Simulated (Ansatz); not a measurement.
# MgPbS3 in P4_2/mmc, a phase reached by a soft mode: a soft mode frozen in, part 2 of 3

Wanted: the energy along a soft mode of MgPbS3 in P4_2/mmc, a phase reached by a soft mode and the structure at the end.

Ansatz 0.2.0; DFT PBEsol, scalar-relativistic, plane waves, PAW; PAW set soft_1.

So far. Step 4 (The mode frozen in, largest atomic shift 0.6 Å): The run ends at a pressure of -0.16 GPa, with forces up to 0.21 eV/Å. Step 5 (Energy along the mode, all amplitudes (two of the runs …): The lowest of the steps tried is the last one, at 0.6 Å, 16.6 meV/atom below the parent; the bottom of the well need not coincide with a step.

The structure was built from a prototype and need not be the compound's stable phase.

## Step 6: Relaxing from the distorted cell

Starting from the lowest point found, all atoms and the cell are let go, so that strain and other modes of the same symmetry can join in.

input.yaml reads:

```yaml
crystal:
  lattice:
    - [3.7482976777, 0.0, 0.0]
    - [0.0, 3.7482976777, 0.0]
    - [0.0, 0.0, 16.3263112573]
  atoms:
    - { symbol: Mg, position: [0.1320854598, 0.0070045375, 0.5] }
    - { symbol: Mg, position: [-0.0070045375, -0.1320854598, 0.0] }
    - { symbol: Pb, position: [0.4805133911, 0.5194866089, 0.25] }
    - { symbol: Pb, position: [0.4805133911, 0.5194866089, 0.75] }
    - { symbol: S, position: [0.4933460736, 0.3400656901, 0.0] }
    - { symbol: S, position: [0.6599343099, 0.5066539264, 0.5] }
    - { symbol: S, position: [0.52155931, 0.0196723823, 0.3565938527] }
    - { symbol: S, position: [0.52155931, 0.0196723823, 0.6434061473] }
    - { symbol: S, position: [-0.0196723823, 0.47844069, 0.1434061473] }
    - { symbol: S, position: [-0.0196723823, 0.47844069, 0.8565938527] }
kpoints:
  mp_grid: { grid: [10, 10, 4] }
hamiltonian:
  xc: pbesol
  pseudopotentials: { kind: paw, azcp: { folder: soft_1 }, xc_functional: pbe }
scf:
  occupations: { method: methfessel_paxton, width: 0.2 }
output:
  forces: true
  stress: true
  eigenvalues: true
relax:
  adjacent_minimum: "off"
  f_tol: 0.002
  max_steps: 120
  cell: { stress_tol: 0.03 }
```

Launch:

```console
$ ansatz run input.yaml --threads 8 --pin off --max-ram 16384MiB --backend cpu --events-out ev --progress --plain --runs-dir out
```

Numbers of over 12 decimals in the logs are rounded to 6 here.

What it wrote:

```text
[...]
Crystal: 10 atoms, lattice volume = 229.380 Å³
Basis set: ecut = 420 eV, 4447 PW (Γ), exchange–correlation on 54×54×240 points (8 copies of the dense FFT grid, shifted against one another)
Bands: 52, of which v1, the nominal top of the filled ones, is band 42 counted from 1 (41 counted from 0)
Symmetry: 4 space group operations
[...]
k-points: 93 of 400 (time reversal used)
[...]
SCF iter   1: F=—  HF=-32655.764663 eV  |F-HF|=—  |Δ(HF+E_count)|=         —  Δρ=4.16e-2  dr2=1.72e1  ethr=3.10e-3  ⟨swp⟩=10.3  Hψ=25845  notcnv=0
[...]
SCF iter   9: F=-32652.116388 eV  HF=-32652.116388 eV  |F-HF|=1.98e-9  |Δ(HF+E_count)|=   1.04e-7  S|Δr|=    0.00e0  Δρ=1.60e-6  dr2=1.25e-8  ethr=1.19e-10  ⟨swp⟩=16.5  Hψ=27532  notcnv=0
SCF 1 converged in 9 iterations: F = -32652.116388 eV  dr2 = 1.25e-8
[...]
relax step   1: F+E_penalty+E_count = -32652.11638776 eV  Δ(F+E_penalty+E_count) = +0.000e0 eV  max|allowed force component| = 1.490e-1 eV/Å  Δτ_max = 0.0000 Å  P = -0.161 GPa  Ω = 229.380 Å³  (9 SCF iters, dr2 threshold 1.00e-7 eV, accepted)
Crystal: 10 atoms, lattice volume = 229.056 Å³
Basis set: ecut = 420 eV, 4445 PW (Γ), exchange–correlation on 54×54×240 points (8 copies of the dense FFT grid, shifted against one another)
[...]
iter 1 solved again at ethr=2.25e-4 eV; its pass at ethr=3.10e-3 eV (dr2=1.89e-1 eV) is discarded
[...]
SCF iter   6: F=-32652.272690 eV  HF=-32652.272690 eV  |F-HF|=6.87e-8  |Δ(HF+E_count)|=   3.56e-6  S|Δr|=    0.00e0  Δρ=1.42e-5  dr2=5.07e-7  ethr=1.19e-9  ⟨swp⟩=11.0  Hψ=26079  notcnv=0
SCF 2 converged in 6 iterations: F = -32652.272690 eV  dr2 = 5.07e-7
relax step   2: F+E_penalty+E_count = -32652.27269004 eV  Δ(F+E_penalty+E_count) = -1.563e-1 eV  max|allowed force component| = 1.674e-1 eV/Å  Δτ_max = 0.1788 Å  P = -0.292 GPa  Ω = 229.056 Å³  energy of the carried Pulay correction = +4.205e-5 eV  (6 SCF iters, dr2 threshold 1.00e-6 eV, accepted)
Crystal: 10 atoms, lattice volume = 226.896 Å³
Basis set: ecut = 420 eV, 4397 PW (Γ), exchange–correlation on 54×54×240 points (8 copies of the dense FFT grid, shifted against one another)
[...]
SCF iter   8: F=-32652.449239 eV  HF=-32652.449239 eV  |F-HF|=1.36e-7  |Δ(HF+E_count)|=   2.25e-7  S|Δr|=    0.00e0  Δρ=4.64e-6  dr2=2.11e-7  ethr=1.19e-9  ⟨swp⟩=9.0  Hψ=23209  notcnv=0
SCF 3 converged in 8 iterations: F = -32652.449239 eV  dr2 = 2.11e-7
relax step   3: F+E_penalty+E_count = -32652.44923892 eV  Δ(F+E_penalty+E_count) = -1.765e-1 eV  max|allowed force component| = 1.842e-1 eV/Å  Δτ_max = 0.1951 Å  P = -0.364 GPa  Ω = 226.896 Å³  energy of the carried Pulay correction = +3.240e-4 eV  (8 SCF iters, dr2 threshold 1.00e-6 eV, accepted)
[... from here on, the SCF cycles and remarks between the steps are left out ...]
relax step   4: F+E_penalty+E_count = -32652.58101505 eV  Δ(F+E_penalty+E_count) = -1.318e-1 eV  max|allowed force component| = 2.903e-1 eV/Å  Δτ_max = 0.1947 Å  P = +0.115 GPa  Ω = 221.292 Å³  energy of the carried Pulay correction = +1.068e-3 eV  (7 SCF iters, dr2 threshold 1.00e-6 eV, accepted)
relax step   5: F+E_penalty+E_count = -32652.66178494 eV  Δ(F+E_penalty+E_count) = -8.077e-2 eV  max|allowed force component| = 1.213e-1 eV/Å  Δτ_max = 0.1968 Å  P = -0.155 GPa  Ω = 219.379 Å³  energy of the carried Pulay correction = +1.326e-3 eV  (8 SCF iters, dr2 threshold 1.00e-6 eV, accepted)
relax step   6: F+E_penalty+E_count = -32652.66270883 eV  Δ(F+E_penalty+E_count) = -9.239e-4 eV  max|allowed force component| = 1.365e-1 eV/Å  Δτ_max = 0.0664 Å  P = -0.274 GPa  Ω = 218.241 Å³  energy of the carried Pulay correction = +1.480e-3 eV  (7 SCF iters, dr2 threshold 9.20e-7 eV, accepted)
relax step   7: F+E_penalty+E_count = -32652.67524035 eV  Δ(F+E_penalty+E_count) = -1.253e-2 eV  max|allowed force component| = 2.826e-2 eV/Å  Δτ_max = 0.0729 Å  P = +0.311 GPa  Ω = 217.073 Å³  energy of the carried Pulay correction = +1.640e-3 eV  (6 SCF iters, dr2 threshold 1.00e-6 eV, accepted)
relax step   8: F+E_penalty+E_count = -32652.68233812 eV  Δ(F+E_penalty+E_count) = -7.098e-3 eV  max|allowed force component| = 3.531e-2 eV/Å  Δτ_max = 0.0340 Å  P = -0.057 GPa  Ω = 217.781 Å³  energy of the carried Pulay correction = +1.543e-3 eV  (6 SCF iters, dr2 threshold 8.69e-7 eV, accepted)
relax step   9: F+E_penalty+E_count = -32652.68948823 eV  Δ(F+E_penalty+E_count) = -7.150e-3 eV  max|allowed force component| = 4.626e-2 eV/Å  Δτ_max = 0.0566 Å  P = -0.136 GPa  Ω = 217.320 Å³  energy of the carried Pulay correction = +1.606e-3 eV  (7 SCF iters, dr2 threshold 1.77e-7 eV, accepted)
relax step  10: F+E_penalty+E_count = -32652.69062562 eV  Δ(F+E_penalty+E_count) = -1.137e-3 eV  max|allowed force component| = 5.493e-2 eV/Å  Δτ_max = 0.0564 Å  P = +0.039 GPa  Ω = 215.356 Å³  energy of the carried Pulay correction = +1.876e-3 eV  (7 SCF iters, dr2 threshold 1.34e-7 eV, accepted)
relax step  11: F+E_penalty+E_count = -32652.69338320 eV  Δ(F+E_penalty+E_count) = -2.758e-3 eV  max|allowed force component| = 9.128e-3 eV/Å  Δτ_max = 0.0257 Å  P = -0.023 GPa  Ω = 216.224 Å³  energy of the carried Pulay correction = +1.757e-3 eV  (6 SCF iters, dr2 threshold 1.89e-7 eV, accepted)
relax step  12: F+E_penalty+E_count = -32652.69378033 eV  Δ(F+E_penalty+E_count) = -3.971e-4 eV  max|allowed force component| = 3.459e-3 eV/Å  Δτ_max = 0.0077 Å  P = -0.013 GPa  Ω = 216.149 Å³  energy of the carried Pulay correction = +1.767e-3 eV  (6 SCF iters, dr2 threshold 2.98e-8 eV, accepted)
relax step  13: F+E_penalty+E_count = -32652.69406947 eV  Δ(F+E_penalty+E_count) = -2.891e-4 eV  max|allowed force component| = 1.031e-2 eV/Å  Δτ_max = 0.0154 Å  P = +0.038 GPa  Ω = 215.981 Å³  energy of the carried Pulay correction = +1.790e-3 eV  (7 SCF iters, dr2 threshold 1.46e-8 eV, accepted)
relax step  14: F+E_penalty+E_count = -32652.69419166 eV  Δ(F+E_penalty+E_count) = -1.222e-4 eV  max|allowed force component| = 4.204e-3 eV/Å  Δτ_max = 0.0048 Å  P = +0.022 GPa  Ω = 215.964 Å³  energy of the carried Pulay correction = +1.792e-3 eV  (7 SCF iters, dr2 threshold 6.64e-9 eV, accepted)
relax step  15: F+E_penalty+E_count = -32652.69418811 eV  Δ(F+E_penalty+E_count) = +3.551e-6 eV  max|allowed force component| = 1.862e-3 eV/Å  Δτ_max = 0.0022 Å  P = +0.007 GPa  Ω = 216.014 Å³  energy of the carried Pulay correction = +1.785e-3 eV  (5 SCF iters, dr2 threshold 3.53e-9 eV, accepted)
relax step  16: F+E_penalty+E_count = -32652.69419778 eV  Δ(F+E_penalty+E_count) = -9.670e-6 eV  max|allowed force component| = 1.601e-3 eV/Å  Δτ_max = 0.0025 Å  P = -0.005 GPa  Ω = 216.054 Å³  energy of the carried Pulay correction = +1.780e-3 eV  (8 SCF iters, accepted)
Basis set: ecut = 420 eV, 4251 PW (Γ), exchange–correlation on 54×54×216 points (8 copies of the dense FFT grid, shifted against one another)
[...]
SCF iter   6: F=-32652.692969 eV  HF=-32652.692969 eV  |F-HF|=0.00e0  |Δ(HF+E_count)|=  4.37e-11  S|Δr|=    0.00e0  Δρ=4.52e-8  dr2=6.43e-12  ethr=1.00e-12  ⟨swp⟩=5.0  Hψ=17175  notcnv=0
SCF 17 converged in 6 iterations: F = -32652.692969 eV  dr2 = 6.43e-12
relax step  17: F+E_penalty+E_count = -32652.69296857 eV  Δ(F+E_penalty+E_count) = +1.229e-3 eV  max|allowed force component| = 1.556e-3 eV/Å  Δτ_max = 0.0000 Å  P = -0.006 GPa  Ω = 216.054 Å³  stress off target by 1.20e-2 GPa  SCF on the basis re-selected at this cell (its energy is not comparable with the rows above)  (6 SCF iters)
basis re-selected at this cell: Δ(F+E_penalty+E_count) = +1.229e-3 eV, ΔP = -0.001 GPa vs the last step (what re-selecting the basis moved, of the pressure what is left beyond the Pulay correction that the steps carried, after the strain that the cell walked since its last selection, with what the two solves' SCF thresholds leave and, on support functions, any second-order correction that the steps lacked; it is no measure of the basis error at this ecutwfc). The dense FFT grid was sized anew with the basis: this SCF ran on 27×27×108 points, the steps before it on 27×27×120, so part of this shift can come from that change (see relax.cell in the input reference). [rest of the remark cut]
SCF converged after 6 iterations
[...]
Free energy (F): -32652.692969 eV
[...]
Internal energy: -32652.697408 eV  (E = F + TS)
E sigma→0 (E₀):  -32652.694078 eV
Entropy (-TS):   0.004439 eV (0.444 meV/atom)
Fermi energy:    7.165068 eV
[...]
--- Forces (eV/Å), atoms counted from 1 ---
  atom   1  Mg     0.00071167     0.00018047    -0.00000000
  atom   2  Mg    -0.00018047    -0.00071167     0.00000000
  atom   3  Pb     0.00155585    -0.00155585    -0.00000000
  atom   4  Pb     0.00155585    -0.00155585     0.00000000
  atom   5  S     -0.00028454    -0.00055095    -0.00000000
  atom   6  S      0.00055095     0.00028454     0.00000000
  atom   7  S     -0.00149122     0.00046338    -0.00050136
  atom   8  S     -0.00149122     0.00046338     0.00050136
  atom   9  S     -0.00046338     0.00149122     0.00050136
  atom  10  S     -0.00046338     0.00149122    -0.00050136
  max |Σ_I F_I| component: 1.27e-7 eV/Å
--- Stress (GPa, compression-positive) ---
       -0.003271       0.008634      -0.000000
        0.008634      -0.003271      -0.000000
       -0.000000      -0.000000      -0.011996
  P = ⅓ Tr σ = -0.0062 GPa (-0.062 kbar)
--- Band table (eV; the first three rows and the last of 93) ---
  k-point 0: bands = [... 38 lower, 5.8960, 5.9889, 6.3913, 7.0304, 7.5404, 8.8244, 9.1563, 9.3849, ... 6 higher]
  k-point 1: bands = [... 38 lower, 5.8508, 5.9397, 6.4658, 6.8900, 7.7359, 8.5440, 9.3271, 9.4170, ... 6 higher]
  k-point 2: bands = [... 38 lower, 5.8507, 5.8507, 6.6567, 6.6567, 8.1208, 8.1208, 9.4381, 9.4381, ... 6 higher]
  k-point 92: bands = [... 38 lower, 5.1940, 5.1940, 5.5310, 5.5310, 7.5736, 7.5736, 9.1163, 9.1163, ... 6 higher]
--- Relaxed structure (16 steps of the walk, 16 accepted, 1 SCFs on fresh bases) ---
  F+E_penalty+E_count = -32652.69296857 eV   max|allowed force component| = 1.556e-3 eV/Å   (the final SCF, on the basis selected at the relaxed cell)
  cell:  # Å, volume = 216.0536 Å³
    - [3.780451, 0.118773, 0.0]
    - [0.118773, 3.780451, 0.0]
    - [0.0, 0.0, 15.132237]
  atoms:
    - { symbol: Mg, position: [0.285080, -0.025215, 0.5] }
    - { symbol: Mg, position: [0.025215, -0.285080, 0] }
    - { symbol: Pb, position: [0.340996, 0.659004, 0.25] }
    - { symbol: Pb, position: [0.340996, 0.659004, 0.75] }
    - { symbol: S, position: [0.503050, 0.171985, 0] }
    - { symbol: S, position: [0.828015, 0.496950, 0.5] }
    - { symbol: S, position: [0.588784, 0.128880, 0.356038] }
    - { symbol: S, position: [0.588784, 0.128880, 0.643962] }
    - { symbol: S, position: [-0.128880, 0.411216, 0.143962] }
    - { symbol: S, position: [-0.128880, 0.411216, 0.856038] }
```

Run time: 4.2 min. Hardware: 8 threads of Arm Neoverse V1, shared host; peak memory 1.3 GiB.

Relaxation path:

```csv
step,energy less that of the first step (eV),largest force component (eV/Å),pressure (GPa),volume (Å³)
1,0.0000,0.1490,-0.16,229.38
2,-0.1563,0.1674,-0.29,229.06
3,-0.3329,0.1842,-0.36,226.90
4,-0.4646,0.2903,0.12,221.29
5,-0.5454,0.1213,-0.16,219.38
6,-0.5463,0.1365,-0.27,218.24
7,-0.5589,0.0283,0.31,217.07
8,-0.5660,0.0353,-0.06,217.78
9,-0.5731,0.0463,-0.14,217.32
10,-0.5742,0.0549,0.04,215.36
11,-0.5770,0.0091,-0.02,216.22
12,-0.5774,0.0035,-0.01,216.15
13,-0.5777,0.0103,0.04,215.98
14,-0.5778,0.0042,0.02,215.96
15,-0.5778,0.0019,0.01,216.01
16,-0.5778,0.0016,0.00,216.05
17*,-0.5766,0.0016,-0.01,216.05
```

Relaxation steps marked * repeat the geometry before them on a plane-wave basis chosen anew for their cell, so energy and pressure can jump there.

The run keeps the 4 symmetry operations that it works with, so distortions that break them were not tested.

```csv
"conventional cell, symmetrised",before,after,change
a (Å),16.326,15.132,-7.3 %
b (Å),5.301,5.514,+4.0 %
c (Å),5.301,5.178,-2.3 %
volume (Å³/atom),22.94,21.61,-5.8 %
```

The atoms that moved most (Å, as changes of fractional coordinates times the final cell):

| atom | dx | dy | dz | length |
| --- | --- | --- | --- | --- |
| Pb4 | -0.511 | 0.511 | 0.000 | 0.722 |
| Pb3 | -0.511 | 0.511 | 0.000 | 0.722 |
| S6 | 0.634 | -0.017 | 0.000 | 0.634 |
| S5 | 0.017 | -0.634 | 0.000 | 0.634 |
| Mg1 | 0.575 | -0.104 | 0.000 | 0.584 |
| Mg2 | 0.104 | -0.575 | 0.000 | 0.584 |
| S10 | -0.421 | -0.267 | -0.008 | 0.499 |
| S9 | -0.421 | -0.267 | 0.008 | 0.499 |

This step gave:

* pressure: -0.006179 GPa
* volume per atom: 21.61 Å³

The distorted start has space group Ama2; the relaxation ends in Ama2.

## Step 7: The new phase in its own primitive cell

The relaxed structure is symmetrised, reduced to its primitive cell and relaxed tightly, as its phonons need.

input.yaml reads:

```yaml
crystal:
  lattice:
    - [15.1322370815, 0.0, 0.0]
    - [0.0, 2.7571676282, 2.5891974389]
    - [0.0, -2.7571676282, 2.5891974389]
  atoms:
    - { symbol: Mg, position: [0.25, 0.2850797655, 0.0252149588] }
    - { symbol: Mg, position: [0.75, 0.0252149588, 0.2850797655] }
    - { symbol: Pb, position: [0.5, 0.3409960823, 0.3409960823] }
    - { symbol: Pb, position: [0.0, 0.3409960823, 0.3409960823] }
    - { symbol: S, position: [0.75, 0.5030503545, 0.8280152915] }
    - { symbol: S, position: [0.25, 0.8280152915, 0.5030503545] }
    - { symbol: S, position: [0.3939617308, 0.5887842147, 0.8711204896] }
    - { symbol: S, position: [0.1060382692, 0.5887842147, 0.8711204896] }
    - { symbol: S, position: [0.6060382692, 0.8711204896, 0.5887842147] }
    - { symbol: S, position: [0.8939617308, 0.8711204896, 0.5887842147] }
kpoints:
  mp_grid: { grid: [4, 10, 10] }
hamiltonian:
  xc: pbesol
  pseudopotentials: { kind: paw, azcp: { folder: soft_1 }, xc_functional: pbe }
scf:
  occupations: { method: methfessel_paxton, width: 0.2 }
output:
  forces: true
  stress: true
  eigenvalues: true
relax:
  adjacent_minimum: "off"
  f_tol: 0.001
  max_steps: 60
  cell: { stress_tol: 0.01 }
```

What it wrote:

```text
[...]
Crystal: 10 atoms, lattice volume = 216.054 Å³
Basis set: ecut = 420 eV, 4251 PW (Γ), exchange–correlation on 216×54×54 points (8 copies of the dense FFT grid, shifted against one another)
Bands: 52, of which v1, the nominal top of the filled ones, is band 42 counted from 1 (41 counted from 0)
Symmetry: 4 space group operations
[...]
- { symbol: Pb, position: [0.5, 0.341129, 0.341129] }
    - { symbol: Pb, position: [0, 0.341129, 0.341129] }
    - { symbol: S, position: [0.75, 0.502971, 0.827952] }
    - { symbol: S, position: [0.25, 0.827952, 0.502971] }
    - { symbol: S, position: [0.393970, 0.588574, 0.871302] }
    - { symbol: S, position: [0.106030, 0.588574, 0.871302] }
    - { symbol: S, position: [0.606030, 0.871302, 0.588574] }
    - { symbol: S, position: [0.893970, 0.871302, 0.588574] }
[key lines of the parts left out:]
SCF converged after 6 iterations
Free energy (F): -32652.692976 eV
Fermi energy:    7.164175 eV
P = ⅓ Tr σ = -0.0002 GPa (-0.002 kbar)
```

Elapsed: 84 s, on 8 threads; peak memory 1.2 GiB.

Little changed from the start: no atom moved by 0.005 Å and no cell edge by 0.1 %.

Numbers from this step:

```
pressure : -1.60e-4 GPa
```

The largest force component left is 0.65 meV/Å and the pressure is 0.000 GPa, within the tolerances set. The cell now holds 21.61 Å³/atom.

[end of part 2 of 3]

[Logs are printed without paths, hosts, clocks, repeated set-up lines and the standing remarks that a program may print on its own settings, such as how far it seeks lower states.]

[Hosts, paths, dates, database ids (printed as entryN), source tags and the programs' standing remarks are cut or masked in the printed files.]
